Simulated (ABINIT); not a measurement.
# SrTiO3 (Tausonite): bands and cutoff in G0W0 with ABINIT

Aim: raise bands and screening cutoff together for SrTiO3 (Tausonite) and follow gap and time.

Calculated with ABINIT 10.8.3; PBE and many-body steps on it, plane waves.

Report form: the programs' logs are mostly left out.

## 1. The starting structure

It takes space group Pm-3m (No. 221, cubic). Conventional cell: a = 3.905 Å, b = 3.905 Å, c = 3.905 Å, α = 90.00°, β = 90.00°, γ = 90.00°. Nearest to Sr lie 12 O at 2.76 Å. Nearest to Ti lie 6 O at 1.95 Å. O has 2 Ti at 1.95 Å and 4 Sr at 2.76 Å nearest. Farther neighbours and most contacts between anions are not listed.

The cell and positions come from the Crystallography Open Database and are kept as given unless a step says otherwise.

## 2. Empty states on the mesh, 4×4×4 mesh, 730 bands

This step: ABINIT 10.8.3; DFT, PBE, plane waves, norm-conserving pseudopotentials.

The sums over transitions need many empty states on a uniform mesh; this step solves for them.

File run.abi:

```
acell 3*1.0 Angstrom
rprim 
  3.905280000000 0.000000000000 0.000000000000
  0.000000000000 3.905280000000 0.000000000000
  0.000000000000 0.000000000000 3.905280000000
ntypat 3
znucl 38 22 8
natom 5
typat 1 2 3 3 3
xred 
  0.500000000000 0.500000000000 0.500000000000
  0.000000000000 0.000000000000 0.000000000000
  0.500000000000 0.000000000000 0.000000000000
  0.000000000000 0.500000000000 0.000000000000
  0.000000000000 0.000000000000 0.500000000000
pp_dirpath "pseudos"
pseudos "Sr.upf, Ti.upf, O.upf"
ecut 38
ngkpt 4 4 4
nshiftk 1
shiftk 0 0 0
kptopt 1
chksymbreak 0
irdden 1
istwfk *1
nband 730
prtvol 0
optdriver 6
gwr_task "HDIAGO"
paral_kgb 0
occopt 1
indata_prefix "in"
outdata_prefix "out"
tmpdata_prefix "tmp"
```

The run is started by

```
> OMP_NUM_THREADS=1 mpirun -n 4 abinit run.abi > log
```

Elapsed: 3.4 min, on 4 MPI ranks of Arm Neoverse V1, shared host; peak memory 4.8 GiB.

Numbers from this step:

```
gap                                                           : 1.908 eV
k of the valence top                                          : 0.5, 0.5, 0.5
k of the conduction bottom                                    : 0, 0, 0
least direct gap                                              : 2.263 eV
k points computed                                             : 10
lowest point of the top converged band, above the valence top : 284.3780 eV
```

On this mesh the gap is 1.908 eV.

The density comes from a self-consistent run that is not shown.

## 3. Screening, 4×4×4 mesh, 107 bands, screening to 93.9 eV

The RPA dielectric matrix is built and inverted for each q.

This step: RPA screening on PBE, plane waves, norm-conserving pseudopotentials.

Edit run.abi of step 2 so:

```diff
@@ -23,10 +23,11 @@
 chksymbreak 0
-irdden 1
 istwfk *1
-nband 730
-prtvol 0
-optdriver 6
-gwr_task "HDIAGO"
-paral_kgb 0
 occopt 1
+irdwfk 1
+optdriver 3
+nband 107
+ecuteps 3.45
+inclvkb 2
+awtr 1
+symchi 1
 indata_prefix "in"
```

Elapsed: 52 s, on 4 MPI ranks; peak memory 1 GiB; 3.5 min of CPU time.

This step gave:

```
ε∞ with local fields, on this mesh, along the program's q direction : 6.487
the same without local fields                                       : 6.766
plasma frequency                                                    : 30.43 eV
plane waves in the screening matrix                                 : 123
```

Local fields lower ε∞ by 4 %. On a Γ-centred mesh this coarse the value itself is usually too large, while a short band sum pulls it down.

## 4. 107 bands, 93.9 eV

The self-energy is evaluated for the states that the input lists, and the levels follow from it, in one-shot runs by the linearised quasiparticle equation.

This step: G0W0 on PBE, plane waves, norm-conserving pseudopotentials.

Edit run.abi of step 3 so:

```diff
@@ -26,8 +26,21 @@
 irdwfk 1
-optdriver 3
+optdriver 4
 nband 107
+gwcalctyp 0
+ecutsigx 38
+symsigma 1
+nkptgw 4
+kptgw 
+  0.5000000000 0.5000000000 0.5000000000
+  0.0000000000 0.0000000000 0.0000000000
+  0.5000000000 0.0000000000 0.0000000000
+  0.5000000000 0.5000000000 0.0000000000
+bdgw 
+  18 23
+  18 23
+  19 23
+  18 22
 ecuteps 3.45
-inclvkb 2
-awtr 1
-symchi 1
+irdscr 1
+ppmodel 1
 indata_prefix "in"
```

It took 14 s on 4 MPI ranks; peak memory 0.83 GiB.

This step gave:

```
G0W0 gap on the mesh                         : 3.459 eV
starting gap on the mesh                     : 1.908 eV
k of the valence top                         : 0.5, 0.5, 0.5
k of the conduction bottom                   : 0, 0, 0
Z at the valence top                         : 0.774
Z at the conduction bottom                   : 0.785
least direct G0W0 gap on the computed points : 3.810 eV
```

The gap on the mesh goes from 1.91 eV to 3.46 eV, a correction of +1.55 eV.

## 5. Screening, 4×4×4 mesh, 159 bands, screening to 127.6 eV

This step: RPA screening on PBE, plane waves, norm-conserving pseudopotentials.

Edit run.abi of step 4 so:

```diff
@@ -26,21 +26,8 @@
 irdwfk 1
-optdriver 4
-nband 107
-gwcalctyp 0
-ecutsigx 38
-symsigma 1
-nkptgw 4
-kptgw 
-  0.5000000000 0.5000000000 0.5000000000
-  0.0000000000 0.0000000000 0.0000000000
-  0.5000000000 0.0000000000 0.0000000000
-  0.5000000000 0.5000000000 0.0000000000
-bdgw 
-  18 23
-  18 23
-  19 23
-  18 22
-ecuteps 3.45
-irdscr 1
-ppmodel 1
+optdriver 3
+nband 159
+ecuteps 4.69
+inclvkb 2
+awtr 1
+symchi 1
 indata_prefix "in"
```

Elapsed: 88 s, on 4 MPI ranks; peak memory 1.2 GiB; 5.9 min of CPU time.

Numbers from this step:

```
ε∞ with local fields, on this mesh, along the program's q direction : 6.415
the same without local fields                                       : 6.774
plasma frequency                                                    : 30.43 eV
plane waves in the screening matrix                                 : 179
```

## 6. 159 bands, 127.6 eV

This step: G0W0 on PBE, plane waves, norm-conserving pseudopotentials.

Edit run.abi of step 5 so:

```diff
@@ -26,8 +26,21 @@
 irdwfk 1
-optdriver 3
+optdriver 4
 nband 159
+gwcalctyp 0
+ecutsigx 38
+symsigma 1
+nkptgw 4
+kptgw 
+  0.5000000000 0.5000000000 0.5000000000
+  0.0000000000 0.0000000000 0.0000000000
+  0.5000000000 0.0000000000 0.0000000000
+  0.5000000000 0.5000000000 0.0000000000
+bdgw 
+  18 23
+  18 23
+  19 23
+  18 22
 ecuteps 4.69
-inclvkb 2
-awtr 1
-symchi 1
+irdscr 1
+ppmodel 1
 indata_prefix "in"
```

Elapsed: 26 s, on 4 MPI ranks; peak memory 1.1 GiB; 1.7 min of CPU time.

Numbers from this step:

| Quantity | Value |
| --- | --- |
| G0W0 gap on the mesh | 3.470 eV |
| starting gap on the mesh | 1.908 eV |
| k of the valence top | 0.5, 0.5, 0.5 |
| k of the conduction bottom | 0, 0, 0 |
| Z at the valence top | 0.771 |
| Z at the conduction bottom | 0.784 |
| least direct G0W0 gap on the computed points | 3.83 eV |

Against G0W0 in ABINIT (4×4×4 mesh, 107 bands, screening to 93.9 eV, Godby-Needs plasmon pole), the gap moves by +0.011 eV.

## 7. Screening, 4×4×4 mesh, 232 bands, screening to 169 eV

This step: RPA screening on PBE, plane waves, norm-conserving pseudopotentials.

Edit run.abi of step 6 so:

```diff
@@ -26,21 +26,8 @@
 irdwfk 1
-optdriver 4
-nband 159
-gwcalctyp 0
-ecutsigx 38
-symsigma 1
-nkptgw 4
-kptgw 
-  0.5000000000 0.5000000000 0.5000000000
-  0.0000000000 0.0000000000 0.0000000000
-  0.5000000000 0.0000000000 0.0000000000
-  0.5000000000 0.5000000000 0.0000000000
-bdgw 
-  18 23
-  18 23
-  19 23
-  18 22
-ecuteps 4.69
-irdscr 1
-ppmodel 1
+optdriver 3
+nband 232
+ecuteps 6.21
+inclvkb 2
+awtr 1
+symchi 1
 indata_prefix "in"
```

Elapsed: 3.3 min, on 4 MPI ranks; peak memory 1.9 GiB.

This step gave:

| Property | Result |
| --- | --- |
| ε∞ with local fields, on this mesh, along the program's q direction | 6.405 |
| the same without local fields | 6.777 |
| plasma frequency | 30.43 eV |
| plane waves in the screening matrix | 305 |

## 8. 232 bands, 169 eV

This step: G0W0 on PBE, plane waves, norm-conserving pseudopotentials.

Edit run.abi of step 7 so:

```diff
@@ -26,8 +26,21 @@
 irdwfk 1
-optdriver 3
+optdriver 4
 nband 232
+gwcalctyp 0
+ecutsigx 38
+symsigma 1
+nkptgw 4
+kptgw 
+  0.5000000000 0.5000000000 0.5000000000
+  0.0000000000 0.0000000000 0.0000000000
+  0.5000000000 0.0000000000 0.0000000000
+  0.5000000000 0.5000000000 0.0000000000
+bdgw 
+  18 23
+  18 23
+  19 23
+  18 22
 ecuteps 6.21
-inclvkb 2
-awtr 1
-symchi 1
+irdscr 1
+ppmodel 1
 indata_prefix "in"
```

Run time: 84 s. Hardware: 4 MPI ranks; peak memory 1.8 GiB.

This step gave:

```
G0W0 gap on the mesh                         : 3.468 eV
starting gap on the mesh                     : 1.908 eV
k of the valence top                         : 0.5, 0.5, 0.5
k of the conduction bottom                   : 0, 0, 0
least direct G0W0 gap on the computed points : 3.837 eV
```

Against G0W0 in ABINIT (4×4×4 mesh, 159 bands, screening to 127.6 eV, Godby-Needs plasmon pole), the gap moves by −0.002 eV.

## 9. Screening, 4×4×4 mesh, 346 bands, screening to 225.3 eV

This step: RPA screening on PBE, plane waves, norm-conserving pseudopotentials.

Edit run.abi of step 8 so:

```diff
@@ -26,21 +26,8 @@
 irdwfk 1
-optdriver 4
-nband 232
-gwcalctyp 0
-ecutsigx 38
-symsigma 1
-nkptgw 4
-kptgw 
-  0.5000000000 0.5000000000 0.5000000000
-  0.0000000000 0.0000000000 0.0000000000
-  0.5000000000 0.0000000000 0.0000000000
-  0.5000000000 0.5000000000 0.0000000000
-bdgw 
-  18 23
-  18 23
-  19 23
-  18 22
-ecuteps 6.21
-irdscr 1
-ppmodel 1
+optdriver 3
+nband 346
+ecuteps 8.28
+inclvkb 2
+awtr 1
+symchi 1
 indata_prefix "in"
```

The job ended after 7.1 min (4 MPI ranks; peak memory 2.5 GiB; 28 min of CPU time).

Numbers from this step:

* ε∞ with local fields, on this mesh, along the program's q direction: 6.390
* the same without local fields: 6.778
* plasma frequency: 30.43 eV
* plane waves in the screening matrix: 461

## 10. 346 bands, 225.3 eV

This step: G0W0 on PBE, plane waves, norm-conserving pseudopotentials.

Edit run.abi of step 9 so:

```diff
@@ -26,8 +26,21 @@
 irdwfk 1
-optdriver 3
+optdriver 4
 nband 346
+gwcalctyp 0
+ecutsigx 38
+symsigma 1
+nkptgw 4
+kptgw 
+  0.5000000000 0.5000000000 0.5000000000
+  0.0000000000 0.0000000000 0.0000000000
+  0.5000000000 0.0000000000 0.0000000000
+  0.5000000000 0.5000000000 0.0000000000
+bdgw 
+  18 23
+  18 23
+  19 23
+  18 22
 ecuteps 8.28
-inclvkb 2
-awtr 1
-symchi 1
+irdscr 1
+ppmodel 1
 indata_prefix "in"
```

Wall time 4.3 min (4 MPI ranks); peak memory 2.6 GiB; 17 min of CPU time.

This step gave:

- G0W0 gap on the mesh: 3.466 eV
- starting gap on the mesh: 1.908 eV
- k of the valence top: 0.5, 0.5, 0.5
- k of the conduction bottom: 0, 0, 0
- least direct G0W0 gap on the computed points: 3.842 eV

Against G0W0 in ABINIT (4×4×4 mesh, 232 bands, screening to 169 eV, Godby-Needs plasmon pole), the gap moves by −0.002 eV.

## 11. Screening, 4×4×4 mesh, 504 bands, screening to 292.8 eV

This step: RPA screening on PBE, plane waves, norm-conserving pseudopotentials.

Edit run.abi of step 10 so:

```diff
@@ -26,21 +26,8 @@
 irdwfk 1
-optdriver 4
-nband 346
-gwcalctyp 0
-ecutsigx 38
-symsigma 1
-nkptgw 4
-kptgw 
-  0.5000000000 0.5000000000 0.5000000000
-  0.0000000000 0.0000000000 0.0000000000
-  0.5000000000 0.0000000000 0.0000000000
-  0.5000000000 0.5000000000 0.0000000000
-bdgw 
-  18 23
-  18 23
-  19 23
-  18 22
-ecuteps 8.28
-irdscr 1
-ppmodel 1
+optdriver 3
+nband 504
+ecuteps 10.76
+inclvkb 2
+awtr 1
+symchi 1
 indata_prefix "in"
```

Run time: 18 min. Hardware: 4 MPI ranks; peak memory 3.9 GiB.

Numbers from this step:

```
ε∞ with local fields, on this mesh, along the program's q direction : 6.386
the same without local fields                                       : 6.778
plasma frequency                                                    : 30.43 eV
plane waves in the screening matrix                                 : 691
```

## 12. 504 bands, 292.8 eV

This step: G0W0 on PBE, plane waves, norm-conserving pseudopotentials.

Edit run.abi of step 11 so:

```diff
@@ -26,8 +26,21 @@
 irdwfk 1
-optdriver 3
+optdriver 4
 nband 504
+gwcalctyp 0
+ecutsigx 38
+symsigma 1
+nkptgw 4
+kptgw 
+  0.5000000000 0.5000000000 0.5000000000
+  0.0000000000 0.0000000000 0.0000000000
+  0.5000000000 0.0000000000 0.0000000000
+  0.5000000000 0.5000000000 0.0000000000
+bdgw 
+  18 23
+  18 23
+  19 23
+  18 22
 ecuteps 10.76
-inclvkb 2
-awtr 1
-symchi 1
+irdscr 1
+ppmodel 1
 indata_prefix "in"
```

Run time: 14 min. Hardware: 4 MPI ranks; peak memory 4.5 GiB; 55 min of CPU time.

This step gave:

```yaml
g0w0_gap_on_the_mesh: 3.454 eV
starting_gap_on_the_mesh: 1.908 eV
k_of_the_valence_top: 0.5, 0.5, 0.5
k_of_the_conduction_bottom: 0, 0, 0
least_direct_g0w0_gap_on_the_computed_points: 3.836 eV
```

Against G0W0 in ABINIT (4×4×4 mesh, 346 bands, screening to 225.3 eV, Godby-Needs plasmon pole), the gap moves by −0.012 eV.

## 13. The runs together

Times are wall times on 4 MPI ranks of Arm Neoverse V1, shared host, good to a factor of about two. A run's time includes the screening step that it read.

```csv
run,mesh,bands,screening cutoff (eV),DFT gap (eV),gap on the mesh (eV),direct (eV),ε∞ used,time
"107 bands, 93.9 eV",4×4×4,107,93.9,1.908,3.459,3.810,6.49,66 s
"159 bands, 127.6 eV",4×4×4,159,127.6,1.908,3.470,3.830,6.41,1.9 min
"232 bands, 169 eV",4×4×4,232,169,1.908,3.468,3.837,6.41,4.7 min
"346 bands, 225.3 eV",4×4×4,346,225.3,1.908,3.466,3.842,6.39,11 min
"504 bands, 292.8 eV",4×4×4,504,292.8,1.908,3.454,3.836,6.39,31 min
```

## 14. Outcome

| Item | Value |
| --- | --- |
| 107 bands, 93.9 eV | 3.459 eV |
| 159 bands, 127.6 eV | 3.470 eV |
| 232 bands, 169 eV | 3.468 eV |
| 346 bands, 225.3 eV | 3.466 eV |
| 504 bands, 292.8 eV | 3.454 eV |
| known limits | not at the basis limit; no spin-orbit coupling; coarse k mesh |

**Reading.** From the first rung to the last the gap moves by −0.005 eV for 29 times the time. The 4×4×4 mesh is coarse for this cell, which bears on the long-range parts of exchange and screening. This is the ideal cubic cell; many perovskites, halides above all, are cubic only on average, and local tilts or off-centring can widen the gap. The many-body steps are scalar-relativistic: spin-orbit coupling is not in them.

[Paths, hosts, dates, memory and timing lines, banners, echoed tables and standing remarks are left out of the program output.]

[Logs are printed without paths, hosts, clocks, repeated set-up lines and the standing remarks that a program may print on its own settings, such as how far it seeks lower states.]

[Runs of the session that timed out or met a known fault of the program may be left out.]

[Hosts, paths, dates, database ids (printed as entryN), source tags and the programs' standing remarks are cut or masked in the printed files.]

[G0W0 gaps are taken among the corrected bands and points alone; a level outside them can change the order at an edge.]

[Where Ansatz stands beside ABINIT at settings called matched, ABINIT's density can come from a denser mesh and the files from another edition; pairs whose starting gaps differed by over 0.03 eV were left out, so agreement reads better than it is.]
